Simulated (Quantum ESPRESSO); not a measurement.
**Dielectric function and optical constants of AgI (Iodargyrite)**

Aim: the dielectric function of AgI (Iodargyrite), and the optical constants that follow from it. The cell comes from an older database entry, whose edges can differ from later determinations, mostly by under a per cent.

Method: DFT, PBE, plane waves with norm-conserving potentials (PseudoDojo), scalar-relativistic, independent-particle optical response without local fields and without the non-local commutator, in Quantum ESPRESSO 7.5.

The database entry behind the starting cell is an old determination (1935), so it need not match the best structure at ambient conditions.

**1. The starting structure**

It takes space group P6_3mc (No. 186, hexagonal). Conventional cell: a = 4.590 Å, b = 4.590 Å, c = 7.520 Å, α = 90.00°, β = 90.00°, γ = 120.00°. Nearest to I lie 4 Ag at 2.78 to 2.82 Å. Nearest to Ag lie 4 I at 2.78 to 2.82 Å. Farther neighbours and most contacts between anions are not listed.

Structure file:

```cif
data_structure
_symmetry_space_group_name_H-M 'P6_3mc'
_symmetry_Int_Tables_number 186
_cell_length_a 4.5900
_cell_length_b 4.5900
_cell_length_c 7.5200
_cell_angle_alpha 90.000
_cell_angle_beta 90.000
_cell_angle_gamma 120.000
_cell_volume 137.21
loop_
_atom_site_label
_atom_site_type_symbol
_atom_site_symmetry_multiplicity
_atom_site_Wyckoff_symbol
_atom_site_fract_x
_atom_site_fract_y
_atom_site_fract_z
_atom_site_occupancy
I1 I 2 b 0.33333 0.66667 0.50000 1
Ag1 Ag 2 b 0.33333 0.66667 0.13000 1
```

**2. Ground state**

First the ground state: is it a metal or has it a gap?

This step: DFT, PBE, plane waves with norm-conserving potentials (PseudoDojo), scalar-relativistic, ground state (Quantum ESPRESSO 7.5).

The input, scf.in:

```
&control
  calculation = 'scf'
  prefix = 'x'
  outdir = './tmp'
  pseudo_dir = './'
  verbosity = 'high'
/
&system
  ibrav = 0
  nat = 4
  ntyp = 2
  ecutwfc = 90
  occupations = 'smearing'
  smearing = 'fd'
  degauss = 0.003675
  nbnd = 30
/
&electrons
  conv_thr = 1e-09
  electron_maxstep = 100
/
ATOMIC_SPECIES
  I 1.0 I.upf
  Ag 1.0 Ag.upf
CELL_PARAMETERS angstrom
  4.590000000017 0.000000000000 0.000000000000
  -2.295000000008 3.975056603385 0.000000000000
  0.000000000000 0.000000000000 7.520000000000
ATOMIC_POSITIONS crystal
  I 0.333333333333 0.666666666667 0.500000000000
  I 0.666666666667 0.333333333333 0.000000000000
  Ag 0.333333333333 0.666666666667 0.130000000000
  Ag 0.666666666667 0.333333333333 0.630000000000
K_POINTS automatic
  6 6 3 0 0 0
```

On the command line:

```bash
mpirun -n 4 pw.x -nk 4 -in scf.in
```

Log:

```text
for quantum simulation of materials; please cite

     using ibrav=0 with symmetry is DISCOURAGED, use correct ibrav instead

     G-vector sticks info
     --------------------
     sticks:   dense  smooth     PW     G-vecs:    dense   smooth      PW
     Sum        1879    1879    511               106831   106831   15579

     Using Slab Decomposition

     bravais-lattice index     =            0
     lattice parameter (alat)  =       8.6738  a.u.
     unit-cell volume          =     925.9136 (a.u.)^3
     number of atoms/cell      =            4
     number of atomic types    =            2
     number of electrons       =        52.00
     number of Kohn-Sham states=           30
     kinetic-energy cutoff     =      90.0000  Ry
     charge density cutoff     =     360.0000  Ry
     scf convergence threshold =      1.0E-09
     mixing beta               =       0.7000
     number of iterations used =            8  plain     mixing
     Exchange-correlation= PBE
                           (   1   4   3   4   0   0   0)

     celldm(1)=   8.673843  celldm(2)=   0.000000  celldm(3)=   0.000000
     celldm(4)=   0.000000  celldm(5)=   0.000000  celldm(6)=   0.000000

     crystal axes: (cart. coord. in units of alat)
               a(1) = (   1.000000   0.000000   0.000000 )
               a(2) = (  -0.500000   0.866025   0.000000 )
               a(3) = (   0.000000   0.000000   1.638344 )

     reciprocal axes: (cart. coord. in units 2 pi/alat)
               b(1) = (  1.000000  0.577350 -0.000000 )
               b(2) = (  0.000000  1.154701  0.000000 )
               b(3) = (  0.000000 -0.000000  0.610372 )

     ./I.upf
     Pseudo is Norm-conserving + core correction, Zval =  7.0
     Generated using ONCVPSP code by D. R. Hamann
     Using radial grid of 1196 points,  6 beta functions with:
                l(1) =   0
                l(2) =   0
                l(3) =   1
                l(4) =   1
                l(5) =   2
                l(6) =   2

     ./Ag.upf
     Pseudo is Norm-conserving + core correction, Zval = 19.0
     Generated using ONCVPSP code by D. R. Hamann
     Using radial grid of 1538 points,  6 beta functions with:
                l(1) =   0
                l(2) =   0
                l(3) =   1
                l(4) =   1
                l(5) =   2
                l(6) =   2

     atomic species   valence    mass     pseudopotential
     I                 7.00     1.00000     I ( 1.00)
     Ag               19.00     1.00000     Ag( 1.00)

     12 Sym. Ops. (no inversion) found ( 6 have fractional translation)

                                    s                        frac. trans.

     [... symmetry matrices left out ...]
   Cartesian axes

     site n.     atom                  positions (alat units)
         1        I      tau(   1) = (  -0.0000000   0.5773503   0.8191721  )
         2        I      tau(   2) = (   0.5000000   0.2886751   0.0000000  )
         3        Ag     tau(   3) = (  -0.0000000   0.5773503   0.2129847  )
         4        Ag     tau(   4) = (   0.5000000   0.2886751   1.0321569  )

   Crystallographic axes

     site n.     atom                  positions (cryst. coord.)
         1        I      tau(   1) = (  0.3333333  0.6666667  0.5000000  )
         2        I      tau(   2) = (  0.6666667  0.3333333  0.0000000  )
         3        Ag     tau(   3) = (  0.3333333  0.6666667  0.1300000  )
         4        Ag     tau(   4) = (  0.6666667  0.3333333  0.6300000  )

     number of k points=    14  Fermi-Dirac smearing, width (Ry)=  0.0037
                       cart. coord. in units 2pi/alat
        k(    1) = (   0.0000000   0.0000000   0.0000000), wk =   0.0185185
        k(    2) = (   0.0000000   0.0000000   0.2034574), wk =   0.0370370
        k(    3) = (   0.0000000   0.1924501   0.0000000), wk =   0.1111111
        k(    4) = (   0.0000000   0.1924501   0.2034574), wk =   0.2222222
        k(    5) = (   0.0000000   0.3849002   0.0000000), wk =   0.1111111
        k(    6) = (   0.0000000   0.3849002   0.2034574), wk =   0.2222222
        k(    7) = (   0.0000000  -0.5773503   0.0000000), wk =   0.0555556
        k(    8) = (   0.0000000  -0.5773503   0.2034574), wk =   0.1111111
        k(    9) = (   0.1666667   0.2886751   0.0000000), wk =   0.1111111
        k(   10) = (   0.1666667   0.2886751   0.2034574), wk =   0.2222222
        k(   11) = (   0.1666667   0.4811252   0.0000000), wk =   0.2222222
        k(   12) = (   0.1666667   0.4811252   0.2034574), wk =   0.4444444
        k(   13) = (   0.3333333   0.5773503   0.0000000), wk =   0.0370370
        k(   14) = (   0.3333333   0.5773503   0.2034574), wk =   0.0740741

                       cryst. coord.
        k(    1) = (   0.0000000   0.0000000   0.0000000), wk =   0.0185185
        k(    2) = (   0.0000000   0.0000000   0.3333333), wk =   0.0370370
[...]
k(    7) = (   0.0000000  -0.5000000   0.0000000), wk =   0.0555556
        k(    8) = (   0.0000000  -0.5000000   0.3333333), wk =   0.1111111
        k(    9) = (   0.1666667   0.1666667   0.0000000), wk =   0.1111111
        k(   10) = (   0.1666667   0.1666667   0.3333333), wk =   0.2222222
        k(   11) = (   0.1666667   0.3333333   0.0000000), wk =   0.2222222
        k(   12) = (   0.1666667   0.3333333   0.3333333), wk =   0.4444444
        k(   13) = (   0.3333333   0.3333333   0.0000000), wk =   0.0370370
        k(   14) = (   0.3333333   0.3333333   0.3333333), wk =   0.0740741

     Dense  grid:   106831 G-vectors     FFT dimensions: (  54,  54,  90)

     Initial potential from superposition of free atoms

     starting charge      51.9989, renormalised to      52.0000
     Starting wfcs are   28 randomized atomic wfcs +    2 random wfcs

     Self-consistent Calculation

     iteration #  1     ecut=    90.00 Ry     beta= 0.70
     Davidson diagonalization with overlap

           122 MiB given to the printing process from OS
            95 MiB allocation reported by mallinfo(arena+hblkhd)
------------------
     ethr =  1.00E-02,  avg # of iterations =  5.1

     Threshold (ethr) on eigenvalues was too large:
     Diagonalizing with lowered threshold

     Davidson diagonalization with overlap

           147 MiB given to the printing process from OS
           106 MiB allocation reported by mallinfo(arena+hblkhd)
------------------
     ethr =  7.68E-05,  avg # of iterations =  5.9

     total energy              =    -671.87925381 Ry
     estimated scf accuracy    <       0.04604098 Ry

     iteration #  2     ecut=    90.00 Ry     beta= 0.70
     Davidson diagonalization with overlap

           160 MiB given to the printing process from OS
           136 MiB allocation reported by mallinfo(arena+hblkhd)
------------------
     ethr =  8.85E-05,  avg # of iterations =  2.0

     total energy              =    -671.89090746 Ry
     estimated scf accuracy    <       0.04495362 Ry

     iteration #  3     ecut=    90.00 Ry     beta= 0.70
     Davidson diagonalization with overlap

           163 MiB given to the printing process from OS
           139 MiB allocation reported by mallinfo(arena+hblkhd)
------------------
     ethr =  8.64E-05,  avg # of iterations =  2.0

     total energy              =    -671.90014611 Ry
     estimated scf accuracy    <       0.00030423 Ry

     iteration #  4     ecut=    90.00 Ry     beta= 0.70
     Davidson diagonalization with overlap

           167 MiB given to the printing process from OS
           142 MiB allocation reported by mallinfo(arena+hblkhd)
------------------
     ethr =  5.85E-07,  avg # of iterations =  4.1

     total energy              =    -671.90019800 Ry
     estimated scf accuracy    <       0.00004188 Ry

     iteration #  5     ecut=    90.00 Ry     beta= 0.70
     Davidson diagonalization with overlap

           170 MiB given to the printing process from OS
           146 MiB allocation reported by mallinfo(arena+hblkhd)
------------------
     ethr =  8.05E-08,  avg # of iterations =  2.0

     total energy              =    -671.90020148 Ry
     estimated scf accuracy    <       0.00000380 Ry

     iteration #  6     ecut=    90.00 Ry     beta= 0.70
     Davidson diagonalization with overlap

           173 MiB given to the printing process from OS
           149 MiB allocation reported by mallinfo(arena+hblkhd)
------------------
     ethr =  7.32E-09,  avg # of iterations =  2.1

     total energy              =    -671.90020292 Ry
     estimated scf accuracy    <       0.00000111 Ry

     iteration #  7     ecut=    90.00 Ry     beta= 0.70
     Davidson diagonalization with overlap

           176 MiB given to the printing process from OS
           152 MiB allocation reported by mallinfo(arena+hblkhd)
------------------
     ethr =  2.14E-09,  avg # of iterations =  2.0

     total energy              =    -671.90020323 Ry
     estimated scf accuracy    <       0.00000004 Ry

     iteration #  8     ecut=    90.00 Ry     beta= 0.70
     Davidson diagonalization with overlap

           180 MiB given to the printing process from OS
           155 MiB allocation reported by mallinfo(arena+hblkhd)
------------------
     ethr =  7.02E-11,  avg # of iterations =  2.0

     total energy              =    -671.90020323 Ry
     estimated scf accuracy    <          5.6E-09 Ry

     iteration #  9     ecut=    90.00 Ry     beta= 0.70
     Davidson diagonalization with overlap

           183 MiB given to the printing process from OS
           159 MiB allocation reported by mallinfo(arena+hblkhd)
------------------
     ethr =  1.08E-11,  avg # of iterations =  2.1

     End of self-consistent calculation

          k = 0.0000 0.0000 0.0000 ( 13309 PWs)   bands (ev):

   -84.9657 -84.9657 -48.4809 -48.4805 -48.4742 -48.4742 -48.4742 -48.4742
    -7.1954  -6.9014   1.3799   1.4397   1.4564   1.4564   1.6190   1.6190
     2.5151   2.5151   2.6058   2.6058   2.6894   4.8608   4.8608   5.5715
     5.6060   5.6060   6.9808   8.3028  11.4026  11.4026

     occupation numbers
     1.0000   1.0000   1.0000   1.0000   1.0000   1.0000   1.0000   1.0000
     1.0000   1.0000   1.0000   1.0000   1.0000   1.0000   1.0000   1.0000
     1.0000   1.0000   1.0000   1.0000   1.0000   1.0000   1.0000   1.0000
     1.0000   1.0000   0.0000   0.0000   0.0000   0.0000

          k = 0.0000 0.0000 0.2035 ( 13309 PWs)   bands (ev):

   -84.9657 -84.9657 -48.4808 -48.4806 -48.4742 -48.4742 -48.4742 -48.4742
    -7.1245  -6.9776   1.3222   1.3247   1.4888   1.4888   1.5691   1.5691
     2.5440   2.5440   2.5903   2.5903   3.3252   4.5791   5.0385   5.0385
     5.4103   5.4103   7.9345   8.3629  11.1093  11.5320

     occupation numbers
     1.0000   1.0000   1.0000   1.0000   1.0000   1.0000   1.0000   1.0000
     1.0000   1.0000   1.0000   1.0000   1.0000   1.0000   1.0000   1.0000
     1.0000   1.0000   1.0000   1.0000   1.0000   1.0000   1.0000   1.0000
     1.0000   1.0000   0.0000   0.0000   0.0000   0.0000

     [... further k points left out ...]

     the Fermi energy is     6.3202 ev

!    total energy              =    -671.90020323 Ry
     estimated scf accuracy    <          6.7E-10 Ry
     smearing contrib. (-TS)   =      -0.00000000 Ry
     internal energy E=F+TS    =    -671.90020322 Ry

     The total energy is F=E-TS. E is the sum of the following terms:
     one-electron contribution =    -472.52767809 Ry
     hartree contribution      =     249.83484329 Ry
     xc contribution           =    -108.63525861 Ry
     ewald contribution        =    -340.57210981 Ry

     convergence has been achieved in   9 iterations

     XML data file, charge density, pseudopotentials, collected wavefunctions

                                        0.00s GPU  (     182 calls)

=------------------------------------------------------------------------------=
   JOB DONE.
=------------------------------------------------------------------------------=
```

The job ended after 35 s (4 MPI ranks of Arm Neoverse V1, shared host; peak memory 0.18 GiB).

This step gave:

```
total energy           : -671.9 Ry
gap on the k-mesh      : 1.375 eV
direct gap on the mesh : 1.375 eV
```

There is a gap, 1.37 eV on this mesh (points off the mesh can give less), so no carriers' term is needed.

(Part 1 of 3 ends here.)

[Machine, clock, banner and «Message from routine» lines are left out of the logs.]

[Logs are printed without paths, hosts, clocks, repeated set-up lines and the standing remarks that a program may print on its own settings, such as how far it seeks lower states.]

[Hosts, paths, dates, database ids (printed as entryN), source tags and the programs' standing remarks are cut or masked in the printed files.]
